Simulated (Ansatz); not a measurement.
# Twisted Ti2CO2 MXene bilayer, 38.21° (70 atoms): support functions against a reference, part 2 of 3

Aim: test how closely localised support functions follow the reference on twisted Ti2CO2 MXene bilayer, 38.21° (70 atoms), and at what cost. A setting counts as converged where the r.m.s. difference of forces stays under 1 % of the r.m.s. force.

Ansatz 0.2.0; Kohn-Sham DFT, PBE+D4, PAW (set soft_2), plane waves.

The cell: 14 C, 28 Ti and 28 O. Beside vacuum, support functions can miss their usual error bounds without a warning. The main run has no spin polarisation.

So far. Step 3 (Support functions medium): Forces differ from the reference by 0.77 meV/Å r.m.s., 0.40 % of their size, within a tolerance of 1 %; the energy by -4.4 meV/atom. It took 3.2 min and 21 cycles; the reference's time can't be set against it, since the two runs asked for unlike analyses. The two runs also began from different starting densities, which bears on cycles and time.

## Step 5: Support functions medium, radius 3.44 Å

The radius confines each support function; a larger one gives more freedom and more work per atom. Besides, the program derives a nominal cutoff of 464 eV for this run, against the reference's 420.

This step: Kohn-Sham DFT, PBE+D4, PAW (set soft_2), localised support functions (medium) (Ansatz 0.2.0).

input.yaml

```yaml
crystal:
  lattice:
    - [8.0166, 0.0, 0.0]
    - [-4.0083, 6.94258, 0.0]
    - [0.0, 0.0, 25.59]
  atoms:
    [... the 70 atom lines of step 2 ...]
kpoints:
  mp_grid: { grid: [3, 3, 1] }
hamiltonian:
  xc: pbe
  dispersion: d4
scf:
  occupations: { method: fermi_dirac, width: 0.025 }
  eigensolver: { kind: { support_functions: { accuracy: medium, radius: 3.44 } } }
  mixing: { beta: 0.2 }
  max_iter: 150
output:
  forces: true
```

Started as:

```sh
> ansatz run input.yaml --threads 4 --pin off --max-ram 8192MiB --backend cpu --events-out ev --progress --plain --runs-dir out
```

Numbers of over 12 decimals in the logs are rounded to 6 here.

The program printed:

```text
[...]
Crystal: 70 atoms, lattice volume = 1424.234 Å³
Basis set: ecut = 464 eV, 32207 PW (Γ), exchange–correlation on 120×120×360 points (8 copies of the dense FFT grid, shifted against one another)
Bands: 336, of which v1, the nominal top of the filled ones, is band 280 counted from 1 (279 counted from 0)
Symmetry: 1 space group operations
k-points: 5 of 9 (time reversal used)
[...]
Eigensolver: Support functions (medium, 48×48×144 points, laid for a spacing of at most 0.183426 Å, radius 3.440000 Å, 32 sites without an atom, 2 species' potentials softened for the grid, 3 wholly corrected for its errors in the mean over positions, 3 with the egg-box correction, energy correction by stochastic trace)
[...]
SCF iter   1: F=—  HF=-89559.681798 eV  |F-HF|=—  |Δ(HF+E_count)|=         —  Δρ=1.58e-1  dr2=4.33e2  ethr=1.00e-1
[...]
SCF iter  20: F=—  HF=-89479.027597 eV  |F-HF|=—  |Δ(HF+E_count)|=   6.44e-4  Δρ=1.32e-5  dr2=2.07e-6  ethr=1.24e-9  κ⁻¹=5.0e-5(r=7)
SCF iter  21: F=-89479.027597 eV  HF=-89479.027597 eV  |F-HF|=2.13e-7  |Δ(HF+E_count)|=   1.23e-7  Δρ=9.02e-6  dr2=1.15e-6  ethr=3.69e-10
SCF 1 converged in 21 iterations: F = -89479.042421 eV  dr2 = 1.15e-6
[...]
SCF converged after 21 iterations
[...]
Free energy (F): -89479.042421 eV
[...]
Internal energy: -89479.041610 eV  (E = F + TS)
E sigma→0 (E₀):  -89479.042015 eV
Entropy (-TS):   -0.000812 eV (-0.012 meV/atom)
Fermi energy:    3.672499 eV
[...]
Σ components = -89479.042421   (vs F -89479.042421, Δ=0.00e0)
--- Forces (eV/Å), atoms counted from 1 ---
  atom   1  C     -0.06674138     0.25465008    -0.04613782
  atom   2  Ti    -0.37743916    -0.18008501    -0.18947138
  atom   3  Ti     0.05513444     0.15284968     0.16389705
  atom   4  O     -0.00694277     0.00191499    -0.28357311
[...]
atom  70  O     -0.25873384     0.00044887     0.49936658
  max |Σ_I F_I| component: 1.88e-3 eV/Å
--- Band table (eV; the first three rows and the last of 5) ---
[...]
```

It took 3 min on 4 threads of Intel Xeon 6975P-C (Granite Rapids), shared host; peak memory 4.6 GiB; 12 min of CPU time.

Keys that differ from the reference: support_functions.accuracy = "medium", support_functions.radius = 3.44, scf.max_iter = 150 and scf.mixing.beta = 0.2.

Forces differ from the reference by 0.84 meV/Å r.m.s., 0.44 % of their size, within a tolerance of 1 %; the energy by -4.4 meV/atom. It took 3 min and 21 cycles; the reference's time can't be set against it, since the two runs asked for unlike analyses. The two runs also began from different starting densities, which bears on cycles and time.

## Step 6: Support functions medium, radius 3.73 Å

The radius confines each support function; a larger one gives more freedom and more work per atom. Besides, the program derives a nominal cutoff of 464 eV for this run, against the reference's 420.

input.yaml, the sections that differ from step 5:

```yaml
scf:
  occupations: { method: fermi_dirac, width: 0.025 }
  eigensolver: { kind: { support_functions: { accuracy: medium, radius: 3.73 } } }
  mixing: { beta: 0.2 }
  max_iter: 150
# crystal, kpoints, hamiltonian, output: as in step 5
```

The program printed:

```text
[...]
Crystal: 70 atoms, lattice volume = 1424.234 Å³
Basis set: ecut = 464 eV, 32207 PW (Γ), exchange–correlation on 120×120×360 points (8 copies of the dense FFT grid, shifted against one another)
Bands: 336, of which v1, the nominal top of the filled ones, is band 280 counted from 1 (279 counted from 0)
Symmetry: 1 space group operations
k-points: 5 of 9 (time reversal used)
[...]
SCF iter   1: F=—  HF=-89561.150328 eV  |F-HF|=—  |Δ(HF+E_count)|=         —  Δρ=1.58e-1  dr2=4.34e2  ethr=1.00e-1
[...]
SCF iter  21: F=—  HF=-89479.034749 eV  |F-HF|=—  |Δ(HF+E_count)|=   7.14e-7  Δρ=1.48e-5  dr2=2.48e-6  ethr=8.94e-10  κ⁻¹=3.5e-5(r=7)
SCF iter  22: F=-89479.034749 eV  HF=-89479.034749 eV  |F-HF|=2.77e-7  |Δ(HF+E_count)|=   6.42e-7  Δρ=8.21e-6  dr2=1.09e-6  ethr=4.44e-10
SCF 1 converged in 22 iterations: F = -89479.042598 eV  dr2 = 1.09e-6
[...]
SCF converged after 22 iterations
[...]
Free energy (F): -89479.042598 eV
[...]
Internal energy: -89479.041786 eV  (E = F + TS)
E sigma→0 (E₀):  -89479.042192 eV
Entropy (-TS):   -0.000812 eV (-0.012 meV/atom)
Fermi energy:    3.672243 eV
[...]
Σ components = -89479.042598   (vs F -89479.042598, Δ=0.00e0)
--- Forces (eV/Å), atoms counted from 1 ---
  atom   1  C     -0.06659481     0.25462454    -0.04630416
  atom   2  Ti    -0.37786044    -0.18004668    -0.18859655
  atom   3  Ti     0.05497323     0.15316150     0.16402758
  atom   4  O     -0.00717071     0.00172652    -0.28392122
[...]
atom  70  O     -0.25883840     0.00019611     0.49948723
  max |Σ_I F_I| component: 1.16e-3 eV/Å
--- Band table (eV; the first three rows and the last of 5) ---
[...]
```

Elapsed: 3.4 min, on 4 threads; peak memory 4.9 GiB; 13 min of CPU time.

Keys that differ from the reference: support_functions.accuracy = "medium", support_functions.radius = 3.73, scf.max_iter = 150 and scf.mixing.beta = 0.2.

Forces differ from the reference by 0.66 meV/Å r.m.s., 0.34 % of their size, within a tolerance of 1 %; the energy by -4.4 meV/atom. It took 3.4 min and 22 cycles; the reference's time can't be set against it, since the two runs asked for unlike analyses. The two runs also began from different starting densities, which bears on cycles and time.

## Step 7: Support functions medium, radius 3.98 Å

The radius confines each support function; a larger one gives more freedom and more work per atom. Besides, the program derives a nominal cutoff of 464 eV for this run, against the reference's 420.

input.yaml, the sections that differ from step 6:

```yaml
scf:
  occupations: { method: fermi_dirac, width: 0.025 }
  eigensolver: { kind: { support_functions: { accuracy: medium, radius: 3.98 } } }
  mixing: { beta: 0.2 }
  max_iter: 150
# crystal, kpoints, hamiltonian, output: as in step 6
```

The program printed:

```text
[...]
Crystal: 70 atoms, lattice volume = 1424.234 Å³
Basis set: ecut = 464 eV, 32207 PW (Γ), exchange–correlation on 120×120×360 points (8 copies of the dense FFT grid, shifted against one another)
Bands: 336, of which v1, the nominal top of the filled ones, is band 280 counted from 1 (279 counted from 0)
Symmetry: 1 space group operations
k-points: 5 of 9 (time reversal used)
[...]
SCF iter   1: F=—  HF=-89561.659755 eV  |F-HF|=—  |Δ(HF+E_count)|=         —  Δρ=1.59e-1  dr2=4.35e2  ethr=1.00e-1
[...]
SCF iter  20: F=—  HF=-89479.037740 eV  |F-HF|=—  |Δ(HF+E_count)|=   1.29e-6  Δρ=1.03e-5  dr2=1.44e-6  ethr=9.98e-10  κ⁻¹=5.6e-5(r=7)
SCF iter  21: F=-89479.037739 eV  HF=-89479.037740 eV  |F-HF|=1.04e-7  |Δ(HF+E_count)|=   2.72e-7  Δρ=6.13e-6  dr2=7.67e-7  ethr=2.57e-10
SCF 1 converged in 21 iterations: F = -89479.042632 eV  dr2 = 7.67e-7
[...]
SCF converged after 21 iterations
[...]
Free energy (F): -89479.042632 eV
[...]
Internal energy: -89479.041818 eV  (E = F + TS)
E sigma→0 (E₀):  -89479.042225 eV
Entropy (-TS):   -0.000815 eV (-0.012 meV/atom)
Fermi energy:    3.672238 eV
[...]
Σ components = -89479.042632   (vs F -89479.042632, Δ=0.00e0)
--- Forces (eV/Å), atoms counted from 1 ---
  atom   1  C     -0.06664745     0.25463679    -0.04627964
  atom   2  Ti    -0.37776468    -0.18008799    -0.18871850
  atom   3  Ti     0.05496975     0.15311693     0.16419547
  atom   4  O     -0.00715466     0.00178658    -0.28382392
[...]
atom  70  O     -0.25876799     0.00031114     0.49938808
  max |Σ_I F_I| component: 1.97e-3 eV/Å
--- Band table (eV; the first three rows and the last of 5) ---
[...]
```

Elapsed: 3.7 min, on 4 threads; peak memory 5.3 GiB; 14 min of CPU time.

Keys that differ from the reference: support_functions.accuracy = "medium", support_functions.radius = 3.98, scf.max_iter = 150 and scf.mixing.beta = 0.2.

Forces differ from the reference by 0.73 meV/Å r.m.s., 0.37 % of their size, within a tolerance of 1 %; the energy by -4.4 meV/atom. It took 3.7 min and 21 cycles; the reference's time can't be set against it, since the two runs asked for unlike analyses. The two runs also began from different starting densities, which bears on cycles and time.

## Step 8: What each setting buys

Differences are against the plane-wave reference (Kohn-Sham DFT, PBE+D4, PAW (set soft_2), plane waves), whose r.m.s. force component is 0.194 eV/Å. Energies are set beside the reference only for runs with its functional, potentials and electron count. Times are for 4 threads of Intel Xeon 6975P-C (Granite Rapids), shared host. The reference's time includes the DOS and grids, which some other runs skip.

| run | Δ force, r.m.s. (meV/Å) | share of r.m.s. force (%) | Δ energy (meV/atom) | Δ gap (eV) | cycles | time | host memory (GiB) |
| --- | --- | --- | --- | --- | --- | --- | --- |
| reference | - | - | - | - | 13 | 1.9 min | 5.5 |
| support functions medium | 0.772 | 0.398 | -4.38 | -1.0e-4 | 21 | 3.2 min | 4.7 |
| support functions low | 0.825 | 0.425 | -4.38 | -3.0e-4 | 19 | 3.1 min | 4.6 |
| support functions medium, radius 3.44 Å | 0.845 | 0.435 | -4.38 | 0 | 21 | 3 min | 4.6 |
| support functions medium, radius 3.73 Å | 0.661 | 0.341 | -4.38 | 0 | 22 | 3.4 min | 4.9 |
| support functions medium, radius 3.98 Å | 0.726 | 0.374 | -4.38 | -2.0e-4 | 21 | 3.7 min | 5.3 |

## Step 9: What the reference run shows

With the settings judged, the reference run is read for its physics.

Length of the force by element:

| element | coordination | atoms | mean length of the force (eV/Å) | spread | least | most |
| --- | --- | --- | --- | --- | --- | --- |
| C | all | 14 | 0.277 | 0.103 | 0.106 | 0.457 |
| O | all | 28 | 0.269 | 0.128 | 0.0701 | 0.596 |
| Ti | all | 28 | 0.352 | 0.162 | 0.0418 | 0.668 |

Löwdin charges by element (they lack the spilled electrons, 0.028 e an atom on average):

| element | coordination | atoms | mean charge (e) | spread | least | most |
| --- | --- | --- | --- | --- | --- | --- |
| C | all | 14 | -0.904 | 0.0017 | -0.906 | -0.901 |
| O | all | 28 | -0.606 | 0.0049 | -0.613 | -0.594 |
| Ti | all | 28 | 1.13 | 0.0048 | 1.12 | 1.14 |

By region:

| region | atoms | mean length of the force (eV/Å) |
| --- | --- | --- |
| layer 1 | 35 | 0.282 |
| layer 2 | 35 | 0.325 |

Density of states as counts of states in windows of 0.5 eV (from the Fermi level), total and the larger projections:

| from (eV) | to (eV) | total | layer 2 | layer 1 | Ti d | O p | C p |
| --- | --- | --- | --- | --- | --- | --- | --- |
| -10 | -9.5 | 6.6 | 2.2 | 4.4 | 1.5 | 0.1 | 0.0 |
| -9.5 | -7 | 0.0 | 0.0 | 0.0 | 0.0 | 0.0 | 0.0 |
| -7 | -6.5 | 0.7 | 0.6 | 0.1 | 0.2 | 0.3 | 0.1 |
| -6.5 | -6 | 10.7 | 5.8 | 4.8 | 2.6 | 5.3 | 1.5 |
| -6 | -5.5 | 34.6 | 17.4 | 17.1 | 8.2 | 21.7 | 2.2 |
| -5.5 | -5 | 30.1 | 15.4 | 14.6 | 7.8 | 18.1 | 2.9 |
| -5 | -4.5 | 56.1 | 28.0 | 27.8 | 13.2 | 36.0 | 5.0 |
| -4.5 | -4 | 33.4 | 15.5 | 17.7 | 5.0 | 25.0 | 1.4 |
| -4 | -3.5 | 7.3 | 3.9 | 3.3 | 2.0 | 3.5 | 1.5 |
| -3.5 | -3 | 15.3 | 7.9 | 7.3 | 4.7 | 5.5 | 4.6 |
| -3 | -2.5 | 16.4 | 8.1 | 8.2 | 5.0 | 4.4 | 6.3 |
| -2.5 | -2 | 19.3 | 9.9 | 9.2 | 4.8 | 5.4 | 8.4 |
| -2 | -1.5 | 15.5 | 7.5 | 7.9 | 4.9 | 3.3 | 6.9 |
| -1.5 | -1 | 9.8 | 4.3 | 5.4 | 2.3 | 3.0 | 4.0 |
| -1 | -0.5 | 1.8 | 0.4 | 1.3 | 0.5 | 0.5 | 0.7 |
| -0.5 | 0 | 0.9 | 0.5 | 0.4 | 0.1 | 0.3 | 0.5 |
| 0 | 0.5 | 12.1 | 7.2 | 4.7 | 9.2 | 2.3 | 0.3 |
| 0.5 | 1 | 16.9 | 7.5 | 9.3 | 13.9 | 2.0 | 0.7 |
| 1 | 1.5 | 32.6 | 18.3 | 14.0 | 29.0 | 1.9 | 1.1 |
| 1.5 | 2 | 35.6 | 16.9 | 18.5 | 31.2 | 2.4 | 1.2 |

Between -26 and -10 eV lie 77 more states.

The stored curve holds about 336 of the 560 electrons; the rest, give or take the few that broadening carries across the Fermi level, lie in deeper levels below its range.

The levels nearest the highest filled one (over half full), pooled over k-points and spins:

| level less the highest filled one (eV) | occupation |
| --- | --- |
| -0.815 | 2 |
| -0.804 | 2 |
| -0.136 | 2 |
| -0.132 | 2 |
| -0.0147 | 1.99 |
| 0 | 1.99 |
| 0.281 | 0.004 |
| 0.284 | 0.003 |
| 0.302 | 0.002 |
| 0.332 | 0.001 |
| 0.334 | 0 |
| 0.349 | 0 |

Planar average of the electrostatic potential energy along the normal, with the Fermi level as zero, after a running mean with a triangular window 4 Å wide at its base:

| height (Å) | potential energy (eV) |
| --- | --- |
| 0.0 | 5.57 |
| 0.7 | 5.57 |
| 1.4 | 5.58 |
| 2.1 | 5.58 |
| 2.8 | 5.59 |
| 3.7 | 5.59 |
| 4.4 | 5.52 |
| 5.1 | 4.71 |
| 5.8 | 2.10 |
| 6.5 | -2.31 |
| 7.3 | -6.72 |
| 8.0 | -9.01 |
| 8.7 | -9.18 |
| 9.4 | -9.09 |
| 10.2 | -9.23 |
| 10.9 | -7.84 |
| 11.7 | -4.14 |
| 12.4 | -0.46 |
| 13.1 | -0.04 |
| 13.8 | -3.22 |
| 14.5 | -7.25 |
| 15.2 | -9.21 |
| 16.1 | -9.26 |
| 16.8 | -9.29 |
| 17.5 | -9.29 |
| 18.2 | -7.50 |
| 18.9 | -3.37 |
| 19.6 | 1.25 |
| 20.3 | 4.26 |
| 21.0 | 5.38 |
| 21.8 | 5.52 |
| 22.6 | 5.54 |
| 23.3 | 5.55 |
| 24.0 | 5.55 |
| 24.7 | 5.56 |
| 25.4 | 5.56 |

Electrostatic potential energy in the ca plane at fractional y = 0.045, with atoms of Ti and O within 0.2 Å of it. With pseudopotentials it is smooth inside the atoms' cores, unlike the true potential.

Ten even steps from '0' (-34 eV) to '9' (9 eV), each cell a mean:
```
99999999999999988876347888999999998888742588
99999999999999877778788777899999997645677888
99999999999998876678886445789999985201378888
99999999999997567778885213689999974000168988
99999999999998568888885213689999974000168888
99999999999999888888876545789999986201378887
99999999999999988887677777899999987655788864
99999999999999887777678888899999842588888620
99999999999999876677788888899999700388888510
99999999999999876678887556789999821478888620
99999999999996347788874112689999976777888753
99999999999983017888872000489999998766788877
99999999999994027889873001489999998766776788
99999999999998667788885223689999998877765788
99999999999998753257887666679999998888877776
99999999999998610015888873006999987888888752
99999999999998500004889871004999965777888731
99999999999998610015898883016999976767788752
99999999999998742247888887679999988767788875
99999999999999876677668888899999998877765788
99999999999999988874017888999999999888710378
99999999999999988872006888999999999888600278
```
Columns run along c (16.0 Å, from fractional 0.07 to 0.70 of the cell; values clipped at the 3rd and 97th percentile), rows up along a (8.0 Å). Atoms in or near the plane, at fractional coordinates: Ti at (0.31, 0.24), O at (0.45, 0.24), Ti at (0.59, 0.81).

(Part 2 of 3 ends here.)

[Logs are printed without paths, hosts, clocks, repeated set-up lines and the standing remarks that a program may print on its own settings, such as how far it seeks lower states.]

[Hosts, paths, dates, database ids (printed as entryN), source tags and the programs' standing remarks are cut or masked in the printed files.]
